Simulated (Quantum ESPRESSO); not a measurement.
# Work function of Cu(111) against the slab's thickness (PBEsol, Quantum ESPRESSO)

How thick must a slab of Cu(111) be for a steady work function?

All values are computed: Quantum ESPRESSO 7.5, PBEsol, plane waves, scalar-relativistic unless marked; slabs or sheets with vacuum, the vacuum level from the planar mean of the electrostatic potential. 1×1 cells on a fixed bulk lattice, outer layers relaxed.

```
layers  thickness (Å)  work function (eV)
     4            6.1                4.87
     5              ?                   ?
     6           10.1                4.91
     7           12.3                4.91
     8           14.2                4.88
    10           18.4                4.89
```

**Fit.** The shown values lie within 0.02 eV of their mean, 4.89 eV, with no steady drift. The mean serves as the estimate. Confinement across the slab splits the bands into subbands, and the work function moves a little each time one crosses the Fermi level.

**The withheld row.** The prediction is the mean = 4.89 eV. The run gave thickness 8.1 Å, work function 4.85 eV. The miss in work function is -0.04 eV, a little over the scatter of the fitted rows.

The k-mesh adds scatter of its own.

[Logs are printed without paths, hosts, clocks, repeated set-up lines and the standing remarks that a program may print on its own settings, such as how far it seeks lower states.]
